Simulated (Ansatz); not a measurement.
# LiCoSe2 in the alpha-NaFeO2 structure: screened interactions by constrained RPA

Aim: the screened on-site interactions of Co in LiCoSe2 in the alpha-NaFeO2 structure, for one or more choices of the target bands.

Main program and level: Ansatz 0.2.0; LDA, spin-polarised; plane waves, collinear spin, no spin–orbit coupling.

This account leaves out most program logs.

## Step 1: Set-up

Symmetry: R-3m, No. 166, trigonal system. The conventional cell has a = 3.543 Å, b = 3.543 Å, c = 17.829 Å, α = 90.00°, β = 90.00°, γ = 120.00°. Nearest to Li lie 6 Se at 2.67 Å. Co has 6 Se at 2.40 Å nearest. Nearest to Se lie 3 Co at 2.40 Å and 3 Li at 2.67 Å. alpha-NaFeO2 prototype, lattice guessed from radii. Farther neighbours and most contacts between anions are not listed.

This cell was built for the study (alpha-NaFeO2 prototype, lattice guessed from radii), not taken from an experiment; the compound need not form in this structure.

The cell was relaxed beforehand in Ansatz under PBE with U = 2.27 eV on Co d, ortho-atomic projectors, D3(BJ) dispersion, from parallel moments.

## Step 2: The self-consistent run

Constrained RPA removes the screening that the model will treat itself, so the target bands must be set apart from the rest. This run gives the bands on the mesh of the screening.

File input.yaml:

```yaml
crystal:
  lattice:
    - [1.771712912, 1.022898927, 5.943115785]
    - [-1.771712912, 1.022898927, 5.943115785]
    - [0.0, -2.045797853, 5.943115785]
  atoms:
    - { symbol: Li, position: [0.0, 0.0, 0.0] }
    - { symbol: Co, position: [0.5, 0.5, 0.5], spin: 3.0 }
    - { symbol: Se, position: [0.236919834, 0.236919834, 0.236919834] }
    - { symbol: Se, position: [0.763080166, 0.763080166, 0.763080166] }
magnetization:
  spin_polarized: true
kpoints:
  mp_grid: { grid: [5, 5, 5] }
hamiltonian:
  xc: lda
scf:
  occupations: { method: fermi_dirac, width: 0.1 }
  n_extra_bands: 16
output:
  eigenvalues: true
  hubbard:
    sites: [{ species: Co, l: d }, { species: Se, l: p }]
    band_weights: true
  write_density: true
  write_potential: true
  elf: true
  volumetric_format: npy
```

Launch:

```sh
$ ansatz run input.yaml --threads 4 --pin off --max-ram 8192MiB --backend cpu --events-out ev --progress --plain --runs-dir out
```

Run time: 3.1 s. Hardware: 4 threads of Arm Neoverse V1, shared host; peak memory 0.42 GiB.

No atom keeps a moment above 0.05 μB.

Groups of bands that stay apart from their neighbours at every point of the mesh, lie near the Fermi energy and have the count of the wanted orbitals are tried as targets.

Valence density in the ac plane of the conventional cell at fractional y = 0.000, with atoms of Li and Co and Se within 0.2 Å of it. It is the smooth field of the valence electrons, not physical close to the nuclei.

Values in e/Å³, 24 rows by 14 columns, each cell a mean:
```
 3  1  0  0  0  0  0  0  0  0  0  0  1  2
 0  0  0  0  0  0  0  0  0  0  0  0  0  0
 0  0  0  0  0  0  1  1  0  0  0  0  0  0
 0  0  0  0  0  0  0  0  0  0  0  0  0  0
 2  1  1  0  0  0  0  0  0  0  0  1  1  2
29 15  4  1  0  0  0  0  0  0  1  1  7 20
 4  3  1  0  0  0  0  0  0  0  0  1  2  3
 0  0  0  0  0  0  0  0  0  0  0  0  0  0
 0  0  0  0  0  0  0  0  0  0  0  0  0  0
 0  0  0  0  0  0  0  0  0  0  0  0  0  0
 1  1  0  0  0  0  0  0  0  0  0  0  0  1
27 14  3  1  0  0  0  0  0  0  0  1  6 19
15  8  2  1  0  0  0  0  0  0  0  1  4 11
 0  0  0  0  0  0  0  0  0  0  0  0  0  0
 0  0  0  0  0  0  0  0  0  0  0  0  0  0
 0  0  0  0  0  0  0  0  0  0  0  0  0  0
 0  0  0  0  0  0  0  0  0  0  0  0  0  0
10  6  2  1  0  0  0  0  0  0  0  1  3  7
24 13  3  1  0  0  0  0  0  0  1  1  6 17
 1  1  0  0  0  0  0  0  0  0  0  0  1  1
 0  0  0  0  0  0  0  0  0  0  0  0  0  0
 0  0  0  0  0  0  1  1  0  0  0  0  0  0
 0  0  0  0  0  0  0  0  0  0  0  0  0  0
 5  2  0  0  0  0  0  0  0  0  0  0  1  3
```
Columns run along a (3.5 Å), rows up along c (17.8 Å), edges of the conventional cell, whose origin can differ from the input's. Atoms in or near the plane, at fractional coordinates: Li at (0.00, 0.00), Co at (0.00, 0.50), Se at (0.00, 0.24), Se at (0.00, 0.76).

ELF in the ac plane of the conventional cell at fractional y = 0.000, with atoms of Li and Co and Se within 0.2 Å of it. It is the smooth field of the valence electrons, not physical close to the nuclei.

Ten even steps from '_' (0.41 × 1e-1) to '@' (7.86 × 1e-1), each cell a mean:
```
**++..__::----==--::..__::**
____..--**##%%%%%%##++::____
____..--**##%%@@%%##++::____
::::::::::--------::::::::::
####%%##++::....::--++##%%##
--++%%@@%%++::..--##@@@@##==
@@@@@@@@%%==..__::**%%@@@@@@
####**==::________..--++**##
______..::----==--::..______
____..--**##%%%%%%##++--..__
::::::--**##%%%%####++--::::
@@%%==::::----------::::++@@
##**--::--========--::::==##
....::==**##%%%%%%##++--::..
____..--++##%%%%%%**==::..__
..........::::::::..........
@@%%##**==..______::==**%%%%
##%%@@@@%%++::..::**@@@@@@%%
--++%%@@%%++::::--**%%@@##==
####**++--::......::==****##
......::--==========::......
____..--**%%@@@@%%##++--..__
____..--++##%%%%##**==::____
@@##::__..::::::::..____==%%
```
Columns run along a (3.5 Å), rows up along c (17.8 Å), edges of the conventional cell, whose origin can differ from the input's. Atoms in or near the plane, at fractional coordinates: Li at (0.00, 0.00), Co at (0.00, 0.50), Se at (0.00, 0.24), Se at (0.00, 0.76).

## Step 3: Target: d shell with ligand p, bands v9 to c2 (loose bound)

With the ligand bands in the model the orbitals are more compact and transitions between ligand and shell no longer screen. The screening is solved for all empty bands at once, to a loose bound.

input.yaml: that of step 2 with these lines changed.

```diff
@@ -21,8 +21,6 @@
   eigenvalues: true
-  hubbard:
-    sites: [{ species: Co, l: d }, { species: Se, l: p }]
-    band_weights: true
-  write_density: true
-  write_potential: true
-  elf: true
-  volumetric_format: npy
+  crpa:
+    kmesh: [5, 5, 5]
+    target_bands: [v9, c2]
+    projections: [{ species: Co, l: d }, { species: Se, l: p }]
+    accuracy: low
```

Wall time 21 min (4 threads); peak memory 1.3 GiB.

On average 44 % of these bands' weight lies on the d shell and 50 % on ligand p.

crpa.toml, one line in 3:

```text
format = "ansatz-crpa/5"
pair_densities = "all_electron"
n_wann = 11
n_bands = 56 # of the sum over states
ecut_chi_ev = 136.0 # of the sum over states
occupation_method = "tetrahedron_uncorrected" # the fill of the pass's bands
window_electrons_down = 9.0
gauge_min_gram_eig = 0.6806607115898914
relative_bound_asked = 0.05 # of a bounded pair's interaction with itself less a negative term about q + G = 0
n_iterations_per_q = [2, 1, 1, 1, 1, 1, 1, 1, 1, 1, 1, 1, 1, 1, 1, 1, 1, 1, 1, 1, 1, 1, 1, 1, 1, 1, 1, 1, 1, 1, 1, 1, 1, 1, 1, 1, 1, 1, 1, 1, 1, 1, 1, 1, 1, 1, 1, 1, 1, 1, 1, 1, 1, 1, 1, 1, 1, 1, 1, 1, 1, 1, 1, 1, 1, 1, 1, 1, 1, 1, 1, 1, 1, 1, 1, 1, 1, 1, 1, 1, 1, 1, 1, 1, 1, 1, 1, 1, 1, 1, 1, 1, 1, 1, 1, 1, 1, 1, 1, 1, 1, 1, 1, 1, 1, 1, 1, 1, 1, 1, 1, 1, 1, 1, 1, 1, 1, 1, 1, 1, 1, 1, 1, 1, 1] # Sternheimer iterations of each transfer, or of the one that it is turned from
omitted_band_gap_ev = 26.712861753097535 # the levels above the bands read over the highest of their spin channel that holds electrons, at the least

l = "d"
mr = [1, 2, 3, 4, 5] # each function's real harmonic by wannier90's number, 1 to 2l+1, in the order of wannier_functions
u_ev = 6.597032176372582

u_prime_ev = 5.294626835211356
[shells.screened.ud]
j_ev = 0.6484169351806606
u_ev = 6.597032497047169

u_prime_ev = 0.22269832870569192
[shells.screened_half_width.uu]
j_ev = 0.01762673738269143
u_ev = 0.22280665186743054

u_prime_ev = 0.22269843823018487
[shells.bare]
j_ev = 0.800698022469439
v_ev = 23.420043330734206

v_prime_ev = 21.8198613597065
[shells.bare.dd]
j_ev = 0.8006980819387847
site = 2 # counted from 0, as a deck's `site` is
wannier_functions = [6, 7, 8] # counted from 1, as the tensor files' indices are
[shells.screened]
j_ev = 0.39694918043117794
u_ev = 4.024772249975346

u_prime_ev = 3.263047952277122
[shells.screened.dd]
j_ev = 0.3969491739331117
u_ev = 0.07072237779008303

u_prime_ev = 0.07071277355453172
[shells.screened_half_width.ud]
j_ev = 0.016412716536849097
u_ev = 0.07072238462643363

v_prime_ev = 9.675865785595546
[shells.bare.uu]
j_ev = 0.6208756992170966
v_ev = 10.863884386389408

v_prime_ev = 9.67586567741511
[[shells]]
label = "4P" # of the pseudo-atomic shell

u_prime_ev = 3.263047952507346
[shells.screened.uu]
j_ev = 0.3969491861492555
u_ev = 4.024772192764584

u_prime_ev = 3.2630479094240505
[shells.screened_half_width]
j_ev = 0.016412715134700485
u_ev = 0.07072238782128311

u_prime_ev = 0.07071277320926188
[shells.screened_half_width.dd]
j_ev = 0.016412717144431748
v_ev = 10.863884386389413

v_prime_ev = 9.675865893775983
[shells.bare.ud]
j_ev = 0.6208756909054403
v_ev = 10.863884260486708
```

```tsv
shell	U (eV)	U′ (eV)	J (eV)	bare U (eV)	bare J (eV)
Co2 d	6.60	5.29	0.65	23.42	0.80
Se3 p	4.02	3.26	0.40	10.86	0.62
Se4 p	4.02	3.26	0.40	10.86	0.62
```

## Step 4: Target: d shell with ligand p, bands v9 to c2 (sum over bands, screening cutoff 136 eV, 60 empty bands)

With the ligand bands in the model the orbitals are more compact and transitions between ligand and shell no longer screen. The screening is summed over a limited number of empty bands, which is cheaper and leaves a tail out.

input.yaml: that of step 3 with these lines changed.

```diff
@@ -25,2 +25,4 @@
     projections: [{ species: Co, l: d }, { species: Se, l: p }]
-    accuracy: low
+    accuracy: sum_over_states
+    n_empty_bands: 60
+    ecut_chi: 136
```

It took 3.3 min on 4 threads; peak memory 1.1 GiB; 13 min of CPU time.

On average 44 % of these bands' weight lies on the d shell and 50 % on ligand p.

crpa.toml, one line in 2:

```text
format = "ansatz-crpa/5"
gauge = "projected_orbitals"
channels = "collinear"
n_wann = 11
coulomb_singularity = "probe_charge" # how the value at q + G = 0 is made
n_bands_solved = 91 # n_bands and the guard bands above it
ecut_chi_ev = 136.0 # of the sum over states
n_g_chi_max = 243 # of the sum over states
window_electrons = 18.0
window_electrons_down = 9.0
head_ev = 0.4468577853460831 # what the value at q + G = 0 adds to the screened u_ev, u_prime_ev and u_bar_ev
accuracy = "sum_over_states" # no bound
[[shells]]
l = "d"
wannier_functions = [1, 2, 3, 4, 5] # counted from 1, as the tensor files' indices are

u_ev = 6.766158673393241
j_ev = 0.6975809250960021
[shells.screened.uu]
u_prime_ev = 5.376175508146703

u_ev = 6.766158673393238
j_ev = 0.6975809250960004
[shells.screened.dd]
u_prime_ev = 5.376176025086474

v_ev = 23.42004466760084
j_ev = 0.8006980224829132
[shells.bare.uu]
v_prime_ev = 21.819860141335667

v_ev = 23.42004466760081
j_ev = 0.8006980224829116
[shells.bare.dd]
v_prime_ev = 21.81986257827754

site = 2 # counted from 0, as a deck's `site` is
label = "4P" # of the pseudo-atomic shell
mr = [1, 2, 3] # each function's real harmonic by wannier90's number, 1 to 2l+1, in the order of wannier_functions
[shells.screened]
u_prime_ev = 3.2849207426004754

u_ev = 4.079275358323406
j_ev = 0.4143556889533417
[shells.screened.ud]
u_prime_ev = 3.2849207426004745

u_ev = 4.079275243099094
j_ev = 0.41435567524273315
[shells.bare]
v_prime_ev = 9.6758657856085

v_ev = 10.86388451229538
j_ev = 0.6208756992117767
[shells.bare.ud]
v_prime_ev = 9.675865785608499

v_ev = 10.863884260494409
j_ev = 0.6208756825869176
[[shells]]
l = "p"
wannier_functions = [9, 10, 11] # counted from 1, as the tensor files' indices are

u_ev = 4.079275300711259
j_ev = 0.4143556820980366
[shells.screened.uu]
u_prime_ev = 3.2849207856098874

u_ev = 4.079275300711266
j_ev = 0.41435568209803675
[shells.screened.dd]
u_prime_ev = 3.284920699591065

v_ev = 10.863884386394902
j_ev = 0.6208756908993465
[shells.bare.uu]
v_prime_ev = 9.675865893788755

v_ev = 10.86388438639491
j_ev = 0.6208756908993466
[shells.bare.dd]
v_prime_ev = 9.675865677428247
```

```tsv
shell	U (eV)	U′ (eV)	J (eV)	bare U (eV)	bare J (eV)
Co2 d	6.77	5.38	0.70	23.42	0.80
Se3 p	4.08	3.28	0.41	10.86	0.62
Se4 p	4.08	3.28	0.41	10.86	0.62
```

## Step 5: Target: tried as d shell with ligand p, bands v9 to c2 (tighter bound)

This window is tried by its count of bands; whether the orbitals span it shows in the run. The bound on the screening is tightened.

input.yaml: that of step 4 with these lines changed.

```diff
@@ -25,4 +25,2 @@
     projections: [{ species: Co, l: d }, { species: Se, l: p }]
-    accuracy: sum_over_states
-    n_empty_bands: 60
-    ecut_chi: 136
+    accuracy: medium
```

The job ended after 22 min (4 threads; peak memory 1.4 GiB).

The run was stopped unfinished when the time set aside for it ran out, so what it printed is not taken as a result.

## Step 6: All models together

```tsv
target	settings	U(Co) (eV)	J (eV)	U over bare U	CPU time
d shell with ligand p	loose bound	6.60	0.65	0.28	82 min
d shell with ligand p	sum over bands, screening cutoff 136 eV, 60 empty bands	6.77	0.70	0.29	13 min
```

## Step 7: Summary of results

```json
{
  "U(Co), d shell with ligand p": "6.60 eV",
  "J(Co), d shell with ligand p": "0.648 eV"
}
```

In words: For Co in LiCoSe2 in the alpha-NaFeO2 structure the d shell with ligand p model has U = 6.60 eV and J = 0.65 eV. In the d shell with ligand p model screening cuts U from 23.4 to 6.60 eV, while J keeps 81 % of its bare value, since exchange moves no net charge and is hard to screen. The plain sum over bands gives 6.77 eV, +3 % from the bounded value, at 0.16 times its CPU time. The values are static and belong to projected orbitals on a coarse mesh, with which they are not converged; they are not the U of linear response. The cell was built from a prototype and relaxed; a distortion that needs a larger cell, or another structure that the compound may prefer, is not captured.

[Logs and program files are shortened in this print: banners, set-up blocks, solver, clock and traceback lines can be left out without a mark of their own.]

[Logs are printed without paths, hosts, clocks, repeated set-up lines and the standing remarks that a program may print on its own settings, such as how far it seeks lower states.]

[Hosts, paths, dates, database ids (printed as entryN), source tags and the programs' standing remarks are cut or masked in the printed files.]

[Where a cell is said to come from a database of computed structures, the database is the Materials Project.]
